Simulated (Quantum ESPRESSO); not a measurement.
**MnCuAs: which magnetic order is lowest**

A self-consistent run ends on one state, which hangs on the start. Several orders of MnCuAs are started in Quantum ESPRESSO and their energies compared.

Program: Quantum ESPRESSO 7.5. Level of theory: PBEsol; plane waves with GBRV 1.5 PBEsol potentials, no spin-orbit coupling. Results are calculated unless marked as measured.

Most raw output is cut from this account.

## (1) The starting structure

Symmetry: P4/nmm, No. 129, tetragonal system. Conventional cell: a = 3.699 Å, b = 3.699 Å, c = 6.408 Å, α = 90.00°, β = 90.00°, γ = 90.00°. Nearest to Mn lie 5 As at 2.49 to 2.64 Å and 4 Cu at 2.84 Å. Nearest to Cu lie 4 As at 2.56 Å and 4 Cu at 2.62 Å and 4 Mn at 2.84 Å. As has 5 Mn at 2.49 to 2.64 Å and 4 Cu at 2.56 Å nearest. Farther neighbours are not listed.

As a file:

```cif
data_structure
_symmetry_space_group_name_H-M 'P4/nmm:1'
_symmetry_Int_Tables_number 129
_cell_length_a 3.6995
_cell_length_b 3.6995
_cell_length_c 6.4084
_cell_angle_alpha 90.000
_cell_angle_beta 90.000
_cell_angle_gamma 90.000
_cell_volume 87.71
loop_
_atom_site_label
_atom_site_type_symbol
_atom_site_symmetry_multiplicity
_atom_site_Wyckoff_symbol
_atom_site_fract_x
_atom_site_fract_y
_atom_site_fract_z
_atom_site_occupancy
Mn1 Mn 2 c 0.00000 0.50000 0.16402 1
Cu1 Cu 2 b 0.00000 0.00000 0.50000 1
As1 As 2 c 0.00000 0.50000 0.77625 1
```

The cell comes from Materials Project 2023-11-01, a database of computed structures, and need not be the stable phase.

## (2) Run 1, typed as ferro ++

The signs are those of the starting moments on the seeded atoms, the atoms that are given a moment.

The input, pw.in:

```
&CONTROL
  calculation = 'scf'
  prefix = 'pwscf'
  outdir = './tmp'
  pseudo_dir = './pseudo'
  disk_io = 'nowf'
/
&SYSTEM
  ibrav = 0
  celldm(1) = 8
  nat = 6
  ntyp = 3
  ecutwfc = 40
  ecutrho = 280
  nbnd = 54
  occupations = 'smearing'
  smearing = 'fd'
  degauss = 0.00734986
  nspin = 2
  starting_magnetization(1) = 0.2333
  starting_magnetization(2) = 0
  starting_magnetization(3) = 0
/
&ELECTRONS
  conv_thr = 1.2d-08
  electron_maxstep = 150
  mixing_beta = 0.3
/
ATOMIC_SPECIES
Mn     54.9380 mn_pbesol_v1.5.uspp.F.UPF
Cu     63.5460 cu_pbesol_v1.2.uspp.F.UPF
As     74.9216 as_pbesol_v1.uspp.F.UPF
CELL_PARAMETERS alat
   0.8738780988147    0.0000000000000    0.0000000000000
   0.0000000000000    0.8738780988147    0.0000000000000
   0.0000000000000    0.0000000000000    1.5137703088783
ATOMIC_POSITIONS crystal
Mn      0.0000000000    0.5000000000    0.1640200000
Mn      0.5000000000    0.0000000000    0.8359800000
Cu      0.0000000000    0.0000000000    0.5000000000
Cu      0.5000000000    0.5000000000    0.5000000000
As      0.0000000000    0.5000000000    0.7762460000
As      0.5000000000    0.0000000000    0.2237540000
K_POINTS automatic
8 8 4 0 0 0
```

On the command line:

```
> OMP_NUM_THREADS=1 mpirun -n 4 pw.x -nk 4 -in pw.in > pw.out
```

Wall time 72 s (4 MPI ranks of Intel Xeon Platinum 8488C (Sapphire Rapids), shared host); peak memory 0.68 GiB.

Spin moment in the atom's sphere by atom:

| atom | spin moment in the atom's sphere (μB) |
| --- | --- |
| Mn1 | 3.38 |
| Mn2 | 3.38 |
| Cu3 | 0.04 |
| Cu4 | 0.04 |
| As5 | -0.03 |
| As6 | -0.03 |

This step gave:

- smearing term TS: 0.1198 eV
- magnetization: 7.186 μB
- absolute magnetization: 7.589 μB
- final state: ferromagnetic

## (3) Run 2, typed as antiferro +−

Changes to pw.in since step 2:

```diff
@@ -11,6 +11,6 @@
   nat = 6
-  ntyp = 3
+  ntyp = 4
   ecutwfc = 40
   ecutrho = 280
-  nbnd = 54
+  nbnd = 50
   occupations = 'smearing'
@@ -20,4 +20,5 @@
   starting_magnetization(1) = 0.2333
-  starting_magnetization(2) = 0
+  starting_magnetization(2) = -0.2333
   starting_magnetization(3) = 0
+  starting_magnetization(4) = 0
 /
@@ -29,3 +30,4 @@
 ATOMIC_SPECIES
-Mn     54.9380 mn_pbesol_v1.5.uspp.F.UPF
+Mn1    54.9380 mn_pbesol_v1.5.uspp.F.UPF
+Mn2    54.9380 mn_pbesol_v1.5.uspp.F.UPF
 Cu     63.5460 cu_pbesol_v1.2.uspp.F.UPF
@@ -37,4 +39,4 @@
 ATOMIC_POSITIONS crystal
-Mn      0.0000000000    0.5000000000    0.1640200000
-Mn      0.5000000000    0.0000000000    0.8359800000
+Mn1     0.0000000000    0.5000000000    0.1640200000
+Mn2     0.5000000000    0.0000000000    0.8359800000
 Cu      0.0000000000    0.0000000000    0.5000000000
```

Wall time 2.2 min (4 MPI ranks); peak memory 0.67 GiB; 8.7 min of CPU time.

Spin moment in the atom's sphere by atom:

| atom | spin moment in the atom's sphere (μB) |
| --- | --- |
| Mn1 | 3.36 |
| Mn2 | -3.36 |
| Cu3 | 0.00 |
| Cu4 | 0.00 |
| As5 | 0.01 |
| As6 | -0.01 |

This step gave:

| Item | Value |
| --- | --- |
| smearing term TS | 0.07338 eV |
| magnetization | 0 μB |
| absolute magnetization | 7.584 μB |
| final state | antiferromagnetic |

## (4) Run 3, typed as no spin polarisation

Changes to pw.in since step 3:

```diff
@@ -11,3 +11,3 @@
   nat = 6
-  ntyp = 4
+  ntyp = 3
   ecutwfc = 40
@@ -18,7 +18,2 @@
   degauss = 0.00734986
-  nspin = 2
-  starting_magnetization(1) = 0.2333
-  starting_magnetization(2) = -0.2333
-  starting_magnetization(3) = 0
-  starting_magnetization(4) = 0
 /
@@ -30,4 +25,3 @@
 ATOMIC_SPECIES
-Mn1    54.9380 mn_pbesol_v1.5.uspp.F.UPF
-Mn2    54.9380 mn_pbesol_v1.5.uspp.F.UPF
+Mn     54.9380 mn_pbesol_v1.5.uspp.F.UPF
 Cu     63.5460 cu_pbesol_v1.2.uspp.F.UPF
@@ -39,4 +33,4 @@
 ATOMIC_POSITIONS crystal
-Mn1     0.0000000000    0.5000000000    0.1640200000
-Mn2     0.5000000000    0.0000000000    0.8359800000
+Mn      0.0000000000    0.5000000000    0.1640200000
+Mn      0.5000000000    0.0000000000    0.8359800000
 Cu      0.0000000000    0.0000000000    0.5000000000
```

Elapsed: 40 s, on 4 MPI ranks; peak memory 0.54 GiB.

Read from the output:

- smearing term TS: 0.3782 eV
- final state: non-magnetic (no spin polarisation)

## (5) The states side by side

An order is kept where moments of 0.15 μB or more survive with the typed signs; meshes match where a doubled cell samples the same k points as the first cell.

Orders:

| start | final state | typed order kept | energy over the lowest (meV a seeded atom) | largest site moment (μB) | net moment (μB a cell of the first run) | mesh matched | CPU time (s) |
| --- | --- | --- | --- | --- | --- | --- | --- |
| ferro ++ | ferromagnetic | yes | 138.5 | 3.38 | 7.186 | yes | 285.7 |
| antiferro +- | antiferromagnetic | yes | 0 | 3.365 | 0 | yes | 524.2 |
| no spin polarisation | non-magnetic | - | 1020 | 0 | 0 | yes | 156.8 |

## (6) What came out

```
lowest state found      : antiferromagnetic (from antiferro +-)
largest site moment     : 3.36 μB
next state with moments : ferromagnetic, 139 meV a seeded atom higher
state without moments   : 1020 meV a seeded atom higher
```

What this shows: Forming the moments gains more than four times the spread of the orders, as local moments do. Only these 3 starts were compared; other wavevectors, canted and longer-period orders were not. Energies are free energies at an electronic temperature of 1160 K, which lowers moments and differences where the moments are itinerant.

[Logs and program files are shortened in this print: banners, set-up blocks, solver, clock and traceback lines can be left out without a mark of their own.]

[Logs are printed without paths, hosts, clocks, repeated set-up lines and the standing remarks that a program may print on its own settings, such as how far it seeks lower states.]

[Hosts, paths, dates, database ids (printed as entryN), source tags and the programs' standing remarks are cut or masked in the printed files.]

[Where a cell is said to come from a database of computed structures, the database is the Materials Project.]
